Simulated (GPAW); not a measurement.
# Optical response of Te2Mo, part 2 of 2

Aim: the dielectric function of Te2Mo, and the optical constants that follow from it.

GPAW 26.7.0; DFT, PBE, plane-wave PAW (GPAW data sets), scalar-relativistic, RPA, optical limit.

So far. Step 2 (Ground state): There is a gap, 0.77 eV on this mesh (points off the mesh can give less), so no carriers' term is needed.

## Step 4: Dielectric function, RPA (continued)

Sum at mesh points, not converged in k; values under the direct gap are tails of Lorentzian lines. The Im ε by photon energy; read off at these points:

| photon energy (eV) | E ∥ x | E ∥ z |
| --- | --- | --- |
| 0.00 | 0 | 0 |
| 0.50 | 0.378 | 0.112 |
| 1.00 | 2.31 | 0.365 |
| 1.50 | 11.8 | 2.42 |
| 2.00 | 15.5 | 9.57 |
| 2.10 | 15.3 | 10.4 |
| 2.50 | 18.7 | 7.72 |
| 2.86 | 21.1 | 6.96 |
| 3.00 | 20.0 | 6.99 |
| 3.50 | 17.2 | 5.54 |
| 3.68 | 18.9 | 5.38 |
| 4.00 | 13.5 | 4.57 |
| 4.50 | 12.4 | 5.00 |
| 5.00 | 9.85 | 5.63 |
| 5.50 | 6.36 | 5.95 |
| 6.00 | 3.89 | 7.45 |
| 6.33 | 3.27 | 9.08 |
| 6.50 | 3.08 | 7.58 |
| 7.00 | 3.00 | 6.72 |
| 7.50 | 3.82 | 6.97 |
| 8.00 | 5.32 | 7.07 |
| 8.33 | 5.94 | 6.15 |
| 8.50 | 5.41 | 6.33 |
| 9.00 | 5.32 | 5.87 |
| 9.50 | 4.10 | 5.05 |
| 10.00 | 2.52 | 4.32 |
| 10.50 | 2.15 | 2.77 |
| 11.00 | 2.12 | 2.02 |
| 11.50 | 2.02 | 1.98 |
| 12.00 | 1.65 | 2.47 |
| 12.50 | 1.53 | 1.93 |
| 13.00 | 1.35 | 2.09 |
| 13.50 | 1.12 | 1.57 |
| 14.00 | 0.992 | 1.19 |
| 14.50 | 0.911 | 1.05 |
| 15.00 | 0.896 | 1.04 |
| 15.50 | 0.915 | 0.874 |
| 16.00 | 0.809 | 0.831 |
| 16.50 | 0.701 | 0.739 |
| 17.00 | 0.569 | 0.679 |
| 17.50 | 0.486 | 0.528 |
| 18.00 | 0.517 | 0.519 |

The reflectivity at normal incidence has structure finer than the step of the table below, so its rows give means over 0.5 eV, whole bins alone (the curve runs from 0 to 18.2 eV). Peaks (eV: height): E ∥ x 3.76: 53.8, 5.61: 57.3, 9.96: 52.9, 11.56: 43.5, 17.17: 37.4; E ∥ z 2.02: 38.2, 6.39: 36.0, 9.55: 44.6, 10.38: 47.9, 12.34: 36.7, 14.04: 44.6, 16.54: 36.9.

Sum at mesh points, not converged in k. Table of reflectivity at normal incidence by photon energy; means over each step:

| photon energy (eV) | E ∥ x (%) | E ∥ z (%) |
| --- | --- | --- |
| 0.5 | 39.6 | 27.5 |
| 1.0 | 42.9 | 29.4 |
| 1.5 | 47.0 | 33.9 |
| 2.0 | 46.2 | 36.5 |
| 2.5 | 47.9 | 31.0 |
| 3.0 | 49.6 | 29.8 |
| 3.5 | 50.3 | 26.9 |
| 4.0 | 50.0 | 23.9 |
| 4.5 | 50.2 | 24.8 |
| 5.0 | 54.4 | 26.3 |
| 5.5 | 56.7 | 27.3 |
| 6.0 | 50.8 | 30.8 |
| 6.5 | 38.9 | 33.7 |
| 7.0 | 25.6 | 31.5 |
| 7.5 | 22.3 | 33.3 |
| 8.0 | 27.7 | 36.2 |
| 8.5 | 35.8 | 36.3 |
| 9.0 | 38.5 | 39.3 |
| 9.5 | 44.5 | 42.4 |
| 10.0 | 51.0 | 44.5 |
| 10.5 | 43.1 | 47.0 |
| 11.0 | 37.6 | 42.8 |
| 11.5 | 41.8 | 34.6 |
| 12.0 | 41.5 | 30.5 |
| 12.5 | 39.9 | 34.3 |
| 13.0 | 40.4 | 35.8 |
| 13.5 | 39.8 | 40.7 |
| 14.0 | 39.7 | 43.5 |
| 14.5 | 35.9 | 37.7 |
| 15.0 | 32.4 | 35.4 |
| 15.5 | 31.8 | 35.9 |
| 16.0 | 34.1 | 31.6 |
| 16.5 | 36.2 | 34.5 |
| 17.0 | 37.0 | 31.1 |
| 17.5 | 33.6 | 33.2 |

Sum at mesh points, not converged in k; values under the direct gap are tails of Lorentzian lines. Loss function −Im 1/ε at q → 0 against energy loss; read off at these points:

| energy loss (eV) | E ∥ x | E ∥ z |
| --- | --- | --- |
| 0.00 | 0 | 0 |
| 0.50 | 0.00103 | 0.00107 |
| 1.00 | 0.00434 | 0.00287 |
| 1.50 | 0.0157 | 0.0117 |
| 2.00 | 0.0299 | 0.0391 |
| 2.50 | 0.0347 | 0.0768 |
| 3.00 | 0.0458 | 0.0835 |
| 3.50 | 0.0570 | 0.116 |
| 4.00 | 0.0739 | 0.106 |
| 4.50 | 0.0780 | 0.0917 |
| 5.00 | 0.0825 | 0.100 |
| 5.50 | 0.0984 | 0.0922 |
| 6.00 | 0.164 | 0.0915 |
| 6.50 | 0.262 | 0.125 |
| 6.93 | 0.335 | 0.142 |
| 7.00 | 0.332 | 0.136 |
| 7.50 | 0.251 | 0.140 |
| 8.00 | 0.184 | 0.141 |
| 8.50 | 0.180 | 0.158 |
| 9.00 | 0.181 | 0.161 |
| 9.50 | 0.189 | 0.164 |
| 10.00 | 0.194 | 0.173 |
| 10.50 | 0.296 | 0.222 |
| 11.00 | 0.360 | 0.312 |
| 11.50 | 0.311 | 0.396 |
| 12.00 | 0.379 | 0.372 |
| 12.50 | 0.427 | 0.416 |
| 13.00 | 0.460 | 0.379 |
| 13.50 | 0.537 | 0.404 |
| 14.00 | 0.598 | 0.444 |
| 14.50 | 0.774 | 0.655 |
| 15.00 | 0.865 | 0.696 |
| 15.50 | 0.853 | 0.794 |
| 16.00 | 0.905 | 0.962 |
| 16.50 | 0.995 | 0.926 |
| 17.00 | 1.21 | 1.22 |
| 17.50 | 1.60 | 1.44 |
| 17.72 | 1.73 | 1.71 |
| 18.00 | 1.68 | 1.83 |

Sum at mesh points, not converged in k; values under the direct gap are tails of Lorentzian lines. Im ε, E ∥ x against photon energy; read off at these points:

| photon energy (eV) | without local fields | with local fields |
| --- | --- | --- |
| 0.00 | 0 | 0 |
| 0.50 | 0.424 | 0.378 |
| 1.00 | 2.75 | 2.31 |
| 1.50 | 13.9 | 11.8 |
| 1.73 | 17.7 | 16.7 |
| 2.00 | 15.7 | 15.5 |
| 2.50 | 19.1 | 18.7 |
| 2.82 | 20.8 | 20.8 |
| 2.86 | 20.7 | 21.1 |
| 3.00 | 19.2 | 20.0 |
| 3.50 | 17.6 | 17.2 |
| 3.68 | 19.4 | 18.9 |
| 4.00 | 14.5 | 13.5 |
| 4.50 | 13.3 | 12.4 |
| 5.00 | 10.2 | 9.85 |
| 5.50 | 6.17 | 6.36 |
| 6.00 | 3.86 | 3.89 |
| 6.50 | 3.11 | 3.08 |
| 7.00 | 3.13 | 3.00 |
| 7.50 | 4.32 | 3.82 |
| 8.00 | 6.32 | 5.32 |
| 8.33 | 7.00 | 5.94 |
| 8.50 | 6.22 | 5.41 |
| 9.00 | 6.00 | 5.32 |
| 9.50 | 4.39 | 4.10 |
| 10.00 | 2.66 | 2.52 |
| 10.50 | 2.40 | 2.15 |
| 11.00 | 2.46 | 2.12 |
| 11.50 | 2.25 | 2.02 |
| 12.00 | 1.83 | 1.65 |
| 12.50 | 1.73 | 1.53 |
| 13.00 | 1.43 | 1.35 |
| 13.50 | 1.19 | 1.12 |
| 14.00 | 1.03 | 0.992 |
| 14.50 | 0.978 | 0.911 |
| 15.00 | 0.803 | 0.896 |
| 15.50 | 0.661 | 0.915 |
| 16.00 | 0.546 | 0.809 |
| 16.50 | 0.479 | 0.701 |
| 17.00 | 0.417 | 0.569 |
| 17.50 | 0.372 | 0.486 |
| 18.00 | 0.385 | 0.517 |

At chosen wavelengths:

| wavelength (nm) | n x | k x | R (%) x | 1/α x | n z | k z | R (%) z | 1/α z |
| --- | --- | --- | --- | --- | --- | --- | --- | --- |
| 1550 | 4.57 | 0.100 | 41.1 | 1.2 µm | 3.27 | 0.034 | 28.3 | 3.6 µm |
| 800 | 5.09 | 1.251 | 47.3 | 51 nm | 3.82 | 0.409 | 34.7 | 155 nm |
| 633 | 4.46 | 1.741 | 45.7 | 29 nm | 3.78 | 1.140 | 37.4 | 44 nm |
| 450 | 4.07 | 2.481 | 48.9 | 14 nm | 2.83 | 1.111 | 28.8 | 32 nm |
| 405 | 3.60 | 2.702 | 49.4 | 12 nm | 2.72 | 1.245 | 29.3 | 26 nm |
| 365 | 3.24 | 2.814 | 50.0 | 10 nm | 2.42 | 1.366 | 28.6 | 21 nm |
| 193 | 0.95 | 1.630 | 41.1 | 9.4 nm | 2.30 | 1.828 | 35.4 | 8.4 nm |

Below the direct gap, k and the depth come from the tails of the Lorentzian lines, not from transitions.

Rows near the edge hang on the gap, which this functional as a rule makes too small, and phonon-assisted absorption is left out.

## Step 5: Outcome

| Quantity | Value |
| --- | --- |
| electronic dielectric constant ε∞, mean over x, y and z (by symmetry where fewer were run) (RPA) | 15.6 |

What this shows: At this level (PBE, RPA) Te2Mo has a mean ε∞ = 15.6 and n = 4.57 at 1550 nm (E ∥ x). On the mesh the gap is 0.75 eV and the least direct gap 1.03 eV, so on this mesh the band edges lie at different points. Local fields change the static value along x from 19.27 to 18.34 (-5 %). The static values by axis are 18.34 (x), 9.97 (z). Excitons and phonon-assisted transitions are missing; PBE gaps are as a rule too small, which pulls the onset down and ε∞ up. Spin-orbit coupling is left out although heavy atoms are present. The curves end at 18 eV, about where the summed bands run out. In this version of GPAW the matrix elements of the optical limit are incomplete, which can lower ε − 1 by up to a tenth where first-row anions or d states rule, and shift it by more in d metals. The sum runs over mesh points 0.17 Å⁻¹ apart with no interpolation, so peaks are partly noise of the mesh; over so small a direct gap single mesh points weigh heavily, so ε∞, n and their changes from run to run can be far off.

[Hosts, paths, dates, database ids (printed as entryN), source tags and the programs' standing remarks are cut or masked in the printed files.]
